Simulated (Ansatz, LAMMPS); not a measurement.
# Which site? N in place of O in Ga2O3 with crystalline order left by the classical run (95 atoms)

Aim: make N in place of O at several sites of Ga2O3 with crystalline order left by the classical run (95 atoms), relax each, and compare their energies.

Main program and level: Ansatz 0.2.0; Kohn-Sham DFT, RPBE, PAW (set soft_2), plane waves.

### Step 1. Set-up

The cell holds 95 atoms: 38 Ga and 57 O. Its edges and angles: a = 10.645 Å, b = 10.645 Å, c = 10.645 Å, α = 90.0°, β = 90.0°, γ = 90.0°. 95 atoms (38 Fe, 57 O) placed at random at 4.21 g/cm³, melted at 5000 K for 10 ps at fixed volume with the Morse and Coulomb pair potential with partial charges (Pedone, Malavasi, Menziani, Cormack and Segre, J. Phys. Chem. B 110, 11780 (2006)). Quenched from 5000 K to 300 K at 50 K/ps and fixed volume, held 5 ps, then minimised at fixed cell. Then Fe was replaced by Ga and the cell scaled by 1.003 (the potential has no terms for the new elements, so the cell is a start for a DFT relaxation).

What the set-up can't give: The quench rate of 50 K/ps is many orders above laboratory rates, so the cell is likely richer in defects and strain than a real sample. The network of bonds at the start is that of the classical potential that made the cell, and needn't be the one that DFT or experiment would give. Sampling is at Γ alone, for a cell whose shortest periodic width is 11 Å.

### Step 2. Single point at the start

The forces at the start show how far the geometry lies from a minimum of this functional.

Contents of input.yaml:

```yaml
crystal:
  lattice:
    - [10.64534, 0.0, 0.0]
    - [0.0, 10.64534, 0.0]
    - [0.0, 0.0, 10.64534]
  atoms:
    - { symbol: Ga, position: [0.20468, 0.78916, 0.98276] }
    - { symbol: Ga, position: [0.58198, 0.37249, 0.61952] }
    - { symbol: Ga, position: [0.50442, 0.36775, 0.91258] }
    - { symbol: Ga, position: [0.24064, 0.03585, 0.47674] }
    - { symbol: Ga, position: [0.56008, 0.86891, 0.54284] }
    - { symbol: Ga, position: [0.43665, 0.11472, 0.06859] }
    - { symbol: Ga, position: [0.49225, 0.86449, 0.92134] }
    - { symbol: Ga, position: [0.25717, 0.53795, 0.83314] }
    - { symbol: Ga, position: [0.32421, 0.58613, 0.54187] }
    - { symbol: Ga, position: [0.82124, 0.30108, 0.40623] }
    - { symbol: Ga, position: [0.60288, 0.61228, 0.37766] }
    - { symbol: Ga, position: [0.14045, 0.28146, 0.26364] }
    - { symbol: Ga, position: [0.073, 0.75946, 0.40053] }
    - { symbol: Ga, position: [0.02263, 0.8993, 0.68335] }
    - { symbol: Ga, position: [0.21608, 0.2921, 0.97733] }
    - { symbol: Ga, position: [0.80799, 0.65374, 0.59037] }
    - { symbol: Ga, position: [0.7887, 0.81786, 0.8576] }
    - { symbol: Ga, position: [0.88377, 0.55639, 0.30198] }
    - { symbol: Ga, position: [0.27593, 0.28675, 0.6633] }
    - { symbol: Ga, position: [0.77907, 0.08448, 0.57626] }
    - { symbol: Ga, position: [0.51668, 0.11273, 0.75082] }
    - { symbol: Ga, position: [0.16088, 0.02613, 0.13902] }
    - { symbol: Ga, position: [0.90952, 0.31223, 0.12975] }
    - { symbol: Ga, position: [0.54259, 0.62542, 0.75993] }
    - { symbol: Ga, position: [0.87769, 0.04425, 0.29489] }
    - { symbol: Ga, position: [0.71978, 0.08613, 0.03562] }
    - { symbol: Ga, position: [0.91935, 0.80212, 0.14798] }
    - { symbol: Ga, position: [0.62314, 0.35853, 0.21198] }
    - { symbol: Ga, position: [0.63234, 0.86608, 0.23496] }
    - { symbol: Ga, position: [0.33817, 0.79954, 0.29285] }
    - { symbol: Ga, position: [0.52722, 0.10009, 0.3796] }
    - { symbol: Ga, position: [0.16543, 0.54476, 0.14032] }
    - { symbol: Ga, position: [0.94471, 0.10601, 0.878] }
    - { symbol: Ga, position: [0.25276, 0.04564, 0.83741] }
    - { symbol: Ga, position: [0.44087, 0.6092, 0.06266] }
    - { symbol: Ga, position: [0.36254, 0.35838, 0.39683] }
    - { symbol: Ga, position: [0.70078, 0.61377, 0.07858] }
    - { symbol: Ga, position: [0.29493, 0.8126, 0.69205] }
    - { symbol: O, position: [0.79479, 0.46143, 0.13675] }
    - { symbol: O, position: [0.14207, 0.88403, 0.54949] }
    - { symbol: O, position: [0.22672, 0.64537, 0.68894] }
    - { symbol: O, position: [0.89837, 0.13458, 0.44568] }
    - { symbol: O, position: [0.44282, 0.7333, 0.61732] }
    - { symbol: O, position: [0.43117, 0.47782, 0.74706] }
    - { symbol: O, position: [0.7547, 0.69997, 0.24485] }
    - { symbol: O, position: [0.22035, 0.1102, 0.66302] }
    - { symbol: O, position: [0.26124, 0.41561, 0.54041] }
    - { symbol: O, position: [0.77504, 0.962, 0.16428] }
    - { symbol: O, position: [0.47995, 0.50351, 0.46908] }
    - { symbol: O, position: [0.25335, 0.43243, 0.26463] }
    - { symbol: O, position: [0.07134, 0.87929, 0.07292] }
    - { symbol: O, position: [0.11491, 0.1235, 0.92842] }
    - { symbol: O, position: [0.50699, 0.77267, 0.33432] }
    - { symbol: O, position: [0.37068, 0.19017, 0.88139] }
    - { symbol: O, position: [0.15351, 0.61609, 0.96511] }
    - { symbol: O, position: [0.51301, 0.02179, 0.2091] }
    - { symbol: O, position: [0.56792, 0.03063, 0.9504] }
    - { symbol: O, position: [0.58248, 0.54239, 0.9468] }
    - { symbol: O, position: [0.34824, 0.45059, 0.99673] }
    - { symbol: O, position: [0.96197, 0.88094, 0.31879] }
    - { symbol: O, position: [0.82986, 0.97537, 0.91811] }
    - { symbol: O, position: [0.85131, 0.20809, 0.9954] }
    - { symbol: O, position: [0.44282, 0.23795, 0.60184] }
    - { symbol: O, position: [0.56025, 0.7723, 0.07501] }
    - { symbol: O, position: [0.96734, 0.37469, 0.31189] }
    - { symbol: O, position: [0.7044, 0.25542, 0.53804] }
    - { symbol: O, position: [0.55128, 0.53259, 0.19853] }
    - { symbol: O, position: [0.55577, 0.26729, 0.06488] }
    - { symbol: O, position: [0.73696, 0.47143, 0.38456] }
    - { symbol: O, position: [0.62235, 0.77783, 0.81501] }
    - { symbol: O, position: [0.24708, 0.69393, 0.4111] }
    - { symbol: O, position: [0.88475, 0.78166, 0.70506] }
    - { symbol: O, position: [0.92518, 0.0503, 0.70094] }
    - { symbol: O, position: [0.678, 0.99656, 0.4076] }
    - { symbol: O, position: [0.59779, 0.27501, 0.79017] }
    - { symbol: O, position: [0.67966, 0.73719, 0.5068] }
    - { symbol: O, position: [0.41956, 0.98194, 0.47914] }
    - { symbol: O, position: [0.27223, 0.18279, 0.12338] }
    [... 11 atom lines left out ...]
    - { symbol: O, position: [0.24217, 0.19826, 0.39373] }
    - { symbol: O, position: [0.50811, 0.27129, 0.33122] }
    - { symbol: O, position: [0.82684, 0.7232, 0.00531] }
    - { symbol: O, position: [0.02236, 0.13705, 0.20312] }
    - { symbol: O, position: [0.31711, 0.95136, 0.00938] }
    - { symbol: O, position: [0.23135, 0.94249, 0.2913] }
kpoints:
  mp_grid: { grid: [1, 1, 1] }
hamiltonian:
  xc: rpbe
scf:
  occupations: { method: fixed }
output:
  forces: true
```

On the command line:

```
$ ansatz run input.yaml --threads 4 --pin off --max-ram 8192MiB --backend cpu --events-out ev --progress --plain --runs-dir out
```

Numbers of over 12 decimals in the logs are rounded to 6 here.

The program printed:

```text
[...]
Pseudopotentials: kind: paw
Pseudopotential: Ga, paw, valence charge 13, recommended cutoff 420 eV (normal), Ga.paw.azcp
Pseudopotential: O, paw, valence charge 6, recommended cutoff 420 eV (normal), O.paw.azcp
[... 5 lines on functional and potentials left out ...]
Crystal: 95 atoms, lattice volume = 1206.365 Å³
Basis set: ecut = 420 eV, 23583 PW (Γ), exchange–correlation on 144×144×144 points (8 copies of the dense FFT grid, shifted against one another)
Bands: 513, of which v1, the nominal top of the filled ones, is band 418 counted from 1 (417 counted from 0)
Symmetry: 1 space group operations
Space group: P1 (ITA 1), of the structure as read, at distance tolerance 1.1e-4 Å
k-points: 1
[... 7 lines on functional and potentials left out ...]
Initial density: superposition of atomic densities (neutral atoms: chi_scale 0, normalization atom), corrected by the library's trained network
Initial wavefunctions: pseudopotential atomic-orbital guess
[...]
SCF iter   1: F=—  HF=-176424.195170 eV  |F-HF|=—  |Δ(HF+E_count)|=         —  Δρ=6.19e-3  dr2=4.09e-1  ethr=1.77e-3  ⟨swp⟩=5.0  Hψ=1424  notcnv=0  defer=92
preconditioner: auto → Resta (q_TF=auto, 2.567 Å⁻¹)  ε∞=4.4  [insulator: Δε(μ)=0.955 eV  Ē_g=16.651 eV  n_scr=340 (ndim 8)  ℏωp=30.9 eV  f_vac=0.121  ε∞_Penn≈4.4]
[...]
SCF iter  10: F=—  HF=-176424.105066 eV  |F-HF|=—  |Δ(HF+E_count)|=   9.89e-7  Δρ=2.44e-6  dr2=1.07e-7  ethr=1.06e-10  ⟨swp⟩=3.0  Hψ=800  notcnv=0  defer=88
SCF iter  11: F=-176424.105066 eV  HF=-176424.105066 eV  |F-HF|=1.55e-7  |Δ(HF+E_count)|=   3.28e-7  Δρ=2.67e-6  dr2=8.00e-8  ethr=1.20e-11  ⟨swp⟩=4.0  Hψ=1551  notcnv=0
SCF 1 converged in 11 iterations: F = -176424.105066 eV  dr2 = 8.00e-8
[...]
SCF converged after 11 iterations
Free energy (F): -176424.105066 eV
Harris-Foulkes:  -176424.105066 eV  (|F-HF|=1.55e-7)
Internal energy: -176424.105066 eV  (E = F + TS)
E sigma→0 (E₀):  -176424.105066 eV
Fermi energy:    6.199914 eV
--- Per-component energies (eV) ---
[...]
Σ components = -176424.105066   (vs F -176424.105066, Δ=0.00e0)
--- Forces (eV/Å), atoms counted from 1 ---
  atom   1  Ga     0.51219313     0.05402345     0.27986375
  atom   2  Ga    -0.14925030    -0.60958256     0.87262378
  atom   3  Ga     0.06581789     0.43417379     0.11211625
  atom   4  Ga     0.61601199     0.41543174     0.15106125
[...]
atom  95  O      0.06278461    -0.07372999     0.51046700
  max |Σ_I F_I| component: 4.25e-5 eV/Å
```

Wall time 12 s (4 threads of Intel Xeon Platinum 8488C (Sapphire Rapids), shared host); peak memory 1.9 GiB; 43 s of CPU time.

Reading the cycles: dr2 is the Hartree energy of the density residual (eV), the measure of convergence; HF is the Harris–Foulkes estimate of the energy, which meets the free energy F at convergence.

The r.m.s. force at the start is 0.35 eV/Å.

### Step 3. Relaxation

With the cell held, the atoms are moved downhill towards a nearby minimum.

Contents of input.yaml:

```yaml
crystal:
  lattice:
    - [10.64534, 0.0, 0.0]
    - [0.0, 10.64534, 0.0]
    - [0.0, 0.0, 10.64534]
  atoms:
    [... the 95 atom lines of step 2 ...]
kpoints:
  mp_grid: { grid: [1, 1, 1] }
hamiltonian:
  xc: rpbe
scf:
  occupations: { method: fixed }
output:
  forces: true
relax:
  f_tol: 0.05
  max_steps: 120
```

The program printed:

```text
[...]
Crystal: 95 atoms, lattice volume = 1206.365 Å³
Basis set: ecut = 420 eV, 23583 PW (Γ), exchange–correlation on 144×144×144 points (8 copies of the dense FFT grid, shifted against one another)
Bands: 513, of which v1, the nominal top of the filled ones, is band 418 counted from 1 (417 counted from 0)
Symmetry: 1 space group operations
[...]
k-points: 1
[...]
SCF iter   1: F=—  HF=-176424.195169 eV  |F-HF|=—  |Δ(HF+E_count)|=         —  Δρ=6.19e-3  dr2=4.09e-1  ethr=1.77e-3  ⟨swp⟩=5.0  Hψ=1424  notcnv=0  defer=92
[...]
SCF iter   7: F=-176424.105054 eV  HF=-176424.105079 eV  |F-HF|=2.42e-5  |Δ(HF+E_count)|=   7.27e-6  Δρ=3.11e-5  dr2=1.53e-5  ethr=7.48e-9  ⟨swp⟩=2.0  Hψ=1761  notcnv=0
SCF 1 converged in 7 iterations: F = -176424.105054 eV  dr2 = 1.53e-5
[...]
relax step   1: F+E_penalty+E_count = -176424.10505430 eV  Δ(F+E_penalty+E_count) = +0.000e0 eV  max|allowed force component| = 9.925e-1 eV/Å  Δτ_max = 0.0000 Å  (7 SCF iters, dr2 threshold 6.25e-5 eV, accepted)
[...]
relax step   2: F+E_penalty+E_count = -176425.65508467 eV  Δ(F+E_penalty+E_count) = -1.550e0 eV  max|allowed force component| = 7.734e-1 eV/Å  Δτ_max = 0.1628 Å  (8 SCF iters, dr2 threshold 6.16e-5 eV, accepted)
[...]
relax step   3: F+E_penalty+E_count = -176426.71110408 eV  Δ(F+E_penalty+E_count) = -1.056e0 eV  max|allowed force component| = 5.525e-1 eV/Å  Δτ_max = 0.1341 Å  (8 SCF iters, dr2 threshold 3.74e-5 eV, accepted)
relax step   4: F+E_penalty+E_count = -176427.92771377 eV  Δ(F+E_penalty+E_count) = -1.217e0 eV  max|allowed force component| = 5.401e-1 eV/Å  Δτ_max = 0.2000 Å  (8 SCF iters, dr2 threshold 1.00e-4 eV, accepted)
relax step   5: F+E_penalty+E_count = -176428.71625488 eV  Δ(F+E_penalty+E_count) = -7.885e-1 eV  max|allowed force component| = 6.162e-1 eV/Å  Δτ_max = 0.1911 Å  (8 SCF iters, dr2 threshold 1.00e-4 eV, accepted)
relax step   6: F+E_penalty+E_count = -176429.27976227 eV  Δ(F+E_penalty+E_count) = -5.635e-1 eV  max|allowed force component| = 3.209e-1 eV/Å  Δτ_max = 0.2000 Å  (8 SCF iters, dr2 threshold 1.00e-4 eV, accepted)
relax step   7: F+E_penalty+E_count = -176429.57948680 eV  Δ(F+E_penalty+E_count) = -2.997e-1 eV  max|allowed force component| = 2.476e-1 eV/Å  Δτ_max = 0.2000 Å  (8 SCF iters, dr2 threshold 2.79e-5 eV, accepted)
relax step   8: F+E_penalty+E_count = -176429.75644495 eV  Δ(F+E_penalty+E_count) = -1.770e-1 eV  max|allowed force component| = 2.234e-1 eV/Å  Δτ_max = 0.2000 Å  (8 SCF iters, dr2 threshold 1.66e-5 eV, accepted)
relax step   9: F+E_penalty+E_count = -176429.87718643 eV  Δ(F+E_penalty+E_count) = -1.207e-1 eV  max|allowed force component| = 2.862e-1 eV/Å  Δτ_max = 0.1913 Å  (7 SCF iters, dr2 threshold 2.97e-5 eV, accepted)
relax step  10: F+E_penalty+E_count = -176429.96836063 eV  Δ(F+E_penalty+E_count) = -9.117e-2 eV  max|allowed force component| = 1.281e-1 eV/Å  Δτ_max = 0.2000 Å  (6 SCF iters, dr2 threshold 6.67e-5 eV, accepted)
relax step  11: F+E_penalty+E_count = -176430.01359274 eV  Δ(F+E_penalty+E_count) = -4.523e-2 eV  max|allowed force component| = 6.884e-2 eV/Å  Δτ_max = 0.2000 Å  (9 SCF iters, dr2 threshold 3.29e-6 eV, accepted)
relax step  12: F+E_penalty+E_count = -176430.00560231 eV  Δ(F+E_penalty+E_count) = +7.990e-3 eV  max|allowed force component| = 1.428e-1 eV/Å  Δτ_max = 0.1789 Å  (11 SCF iters, rejected (line search))
relax step  13: F+E_penalty+E_count = -176430.02632744 eV  Δ(F+E_penalty+E_count) = -1.273e-2 eV  max|allowed force component| = 5.332e-2 eV/Å  Δτ_max = 0.0895 Å  (10 SCF iters, accepted)
relax step  14: F+E_penalty+E_count = -176430.03216477 eV  Δ(F+E_penalty+E_count) = -5.837e-3 eV  max|allowed force component| = 6.023e-2 eV/Å  Δτ_max = 0.0981 Å  (9 SCF iters, accepted)
relax step  15: F+E_penalty+E_count = -176430.02718967 eV  Δ(F+E_penalty+E_count) = +4.975e-3 eV  max|allowed force component| = 1.081e-1 eV/Å  Δτ_max = 0.1500 Å  (11 SCF iters, rejected (line search))
relax step  16: F+E_penalty+E_count = -176430.03426802 eV  Δ(F+E_penalty+E_count) = -2.103e-3 eV  max|allowed force component| = 6.450e-2 eV/Å  Δτ_max = 0.0733 Å  (9 SCF iters, accepted)
relax step  17: F+E_penalty+E_count = -176430.03599706 eV  Δ(F+E_penalty+E_count) = -1.729e-3 eV  max|allowed force component| = 3.613e-2 eV/Å  Δτ_max = 0.0466 Å  (7 SCF iters, dr2 threshold 4.16e-6 eV, accepted)
[...]
relax step  18: F+E_penalty+E_count = -176430.03599751 eV  Δ(F+E_penalty+E_count) = -4.530e-7 eV  max|allowed force component| = 3.622e-2 eV/Å  Δτ_max = 0.0000 Å  (4 SCF iters, accepted)
SCF converged after 4 iterations
Free energy (F): -176430.035998 eV
[...]
Internal energy: -176430.035998 eV  (E = F + TS)
E sigma→0 (E₀):  -176430.035998 eV
Fermi energy:    5.865302 eV
[...]
--- Forces (eV/Å), atoms counted from 1 ---
  atom   1  Ga     0.01798473     0.00814608    -0.00849624
  atom   2  Ga    -0.03358444     0.00919775     0.01851268
  atom   3  Ga    -0.02338715     0.02646030    -0.01793642
  atom   4  Ga    -0.00551527    -0.00165928     0.00490192
  atom   5  Ga    -0.01696368     0.00075492     0.01795016
  atom   6  Ga    -0.02046060    -0.00423861     0.01920279
  atom   7  Ga    -0.03622338     0.00009931     0.00749544
  atom   8  Ga     0.01230239     0.00692518     0.01232939
  atom   9  Ga     0.01113046     0.00561390     0.00198903
  atom  10  Ga     0.02137576    -0.00077934    -0.01608472
  atom  11  Ga    -0.01387467    -0.00329766    -0.00078006
  atom  12  Ga     0.00811660    -0.00862622     0.00979849
  atom  13  Ga     0.00854985     0.00742020    -0.00340237
  atom  14  Ga    -0.00227695     0.01669735     0.02137868
[...]
atom  94  O     -0.00867158    -0.00779491     0.00534229
  atom  95  O     -0.00147962    -0.02602367     0.02011295
  max |Σ_I F_I| component: 3.02e-5 eV/Å
--- Relaxed structure (18 steps of the walk, 16 accepted, 0 SCFs on fresh bases) ---
  F+E_penalty+E_count = -176430.03599751 eV   max|allowed force component| = 3.622e-2 eV/Å
  atoms:
    - { symbol: Ga, position: [0.225483, 0.775617, 1.013354] }
    - { symbol: Ga, position: [0.587818, 0.337190, 0.653635] }
    - { symbol: Ga, position: [0.533207, 0.376806, 0.921115] }
    - { symbol: Ga, position: [0.228904, 0.056451, 0.496985] }
[...]
- { symbol: O, position: [0.212085, 0.904741, 0.286096] }
```

The job ended after 2.8 min (4 threads; peak memory 1.9 GiB).

The relaxation converged after 18 steps, 5.93 eV below its start, with a largest force component of 0.036 eV/Å.

### Step 4. Single point at the relaxed geometry

One more single point at the end of the walk gives the fuller output and checks the residual forces.

Contents of input.yaml:

```yaml
crystal:
  lattice:
    - [10.64534, 0.0, 0.0]
    - [0.0, 10.64534, 0.0]
    - [0.0, 0.0, 10.64534]
  atoms:
    - { symbol: Ga, position: [0.22548, 0.77562, 0.01335] }
    - { symbol: Ga, position: [0.58782, 0.33719, 0.65363] }
    - { symbol: Ga, position: [0.53321, 0.37681, 0.92112] }
    - { symbol: Ga, position: [0.2289, 0.05645, 0.49699] }
    - { symbol: Ga, position: [0.54982, 0.86353, 0.51747] }
    - { symbol: Ga, position: [0.41536, 0.1112, 0.05733] }
    [... 83 atom lines left out ...]
    - { symbol: O, position: [0.22335, 0.2037, 0.39925] }
    - { symbol: O, position: [0.48378, 0.26674, 0.34739] }
    - { symbol: O, position: [0.85351, 0.72223, 0.98543] }
    - { symbol: O, position: [0.02134, 0.11108, 0.20574] }
    - { symbol: O, position: [0.2892, 0.95539, 0.01271] }
    - { symbol: O, position: [0.21208, 0.90474, 0.2861] }
kpoints:
  mp_grid: { grid: [1, 1, 1] }
hamiltonian:
  xc: rpbe
scf:
  occupations: { method: fixed }
output:
  forces: true
  stress: true
  populations: true
  dos:
    method: { smearing: { sigma: 0.1 } }
    de: 0.1
    projected: { site_lists: { Ga: [Ga], O: [O] } }
  eigenvalues: true
  write_density: true
  write_potential: true
  volumetric_format: npy
  elf: true
```

The program printed:

```text
[...]
Crystal: 95 atoms, lattice volume = 1206.365 Å³
Basis set: ecut = 420 eV, 23583 PW (Γ), exchange–correlation on 144×144×144 points (8 copies of the dense FFT grid, shifted against one another)
Bands: 513, of which v1, the nominal top of the filled ones, is band 418 counted from 1 (417 counted from 0)
Symmetry: 1 space group operations
[...]
k-points: 1
[...]
SCF iter   1: F=—  HF=-176430.111715 eV  |F-HF|=—  |Δ(HF+E_count)|=         —  Δρ=5.75e-3  dr2=3.56e-1  ethr=1.77e-3  ⟨swp⟩=5.0  Hψ=1514  notcnv=0  defer=93
[...]
SCF iter  10: F=-176430.035996 eV  HF=-176430.035996 eV  |F-HF|=7.97e-8  |Δ(HF+E_count)|=   3.57e-7  Δρ=1.65e-6  dr2=5.04e-8  ethr=1.20e-11  ⟨swp⟩=16.0  Hψ=4493  notcnv=0
SCF 1 converged in 10 iterations: F = -176430.035996 eV  dr2 = 5.04e-8
[...]
WARN: The input density's exchange-correlation potential varies sharply where the density is thin. Do not read a vacuum level from v_tot or v_xc, or from such a field of the output density. On a cell that repeats whose density bears no net charge and no dipole along the vacuum's axis use v_es (v_loc + v_h of the components); [...]
SCF converged after 10 iterations
Free energy (F): -176430.035996 eV
[...]
Internal energy: -176430.035996 eV  (E = F + TS)
E sigma→0 (E₀):  -176430.035996 eV
Fermi energy:    5.865359 eV
[...]
--- Forces (eV/Å), atoms counted from 1 ---
  atom   1  Ga     0.01895459     0.00706449    -0.00786139
  atom   2  Ga    -0.03482582     0.00973000     0.01962520
  atom   3  Ga    -0.02345072     0.02590898    -0.01838260
  atom   4  Ga    -0.00392199    -0.00167197     0.00417776
  atom   5  Ga    -0.01766347     0.00000462     0.01924255
  atom   6  Ga    -0.02121621    -0.00304613     0.01772563
  atom   7  Ga    -0.03620840     0.00025148     0.00804087
  atom   8  Ga     0.01209901     0.00698682     0.01348415
  atom   9  Ga     0.01173456     0.00522102     0.00203044
  atom  10  Ga     0.02066747    -0.00037229    -0.01560924
  atom  11  Ga    -0.01346384    -0.00373305    -0.00088016
  atom  12  Ga     0.00792976    -0.00959696     0.00924725
  atom  13  Ga     0.00790553     0.00682023    -0.00475981
  atom  14  Ga    -0.00183584     0.01685640     0.02191764
[...]
atom  94  O     -0.00857996    -0.00757176     0.00486110
  atom  95  O     -0.00042538    -0.02678164     0.02005197
  max |Σ_I F_I| component: 1.84e-4 eV/Å
--- Stress (GPa, compression-positive) ---
       -1.263110       0.733716       0.156482
        0.733716      -2.715052       0.290347
        0.156482       0.290347       1.311449
  P = ⅓ Tr σ = -0.8889 GPa (-8.889 kbar)
--- Band table (eV) ---
[...]
--- Löwdin populations: 95 sites ---
  site symbol       q [e]
     0     Ga     11.9529
     1     Ga     11.9283
     2     Ga     11.9398
[...]
94      O      6.6694
  spilling = 0.003303 (of n_electrons = 836.000000)
```

Elapsed: 18 s, on 4 threads; peak memory 2 GiB.

The program notes that the exchange-correlation potential is rough where the density is thin.

Read from the output:

```
free energy                                      : -176430.0360 eV
free energy per atom                             : -1857.1583 eV/atom
SCF cycles                                       : 10
pressure                                         : -0.8889 GPa
r.m.s. force component                           : 0.01147 eV/Å
longest force                                    : 0.04239 eV/Å
Fermi energy                                     : 5.865 eV
gap (highest filled to lowest empty level) : 1.676 eV
spilling of the projection                       : 0.003303
```

(Continued in part 2 of 2.)

[Logs are printed without paths, hosts, clocks, repeated set-up lines and the standing remarks that a program may print on its own settings, such as how far it seeks lower states.]

[Hosts, paths, dates, database ids (printed as entryN), source tags and the programs' standing remarks are cut or masked in the printed files.]
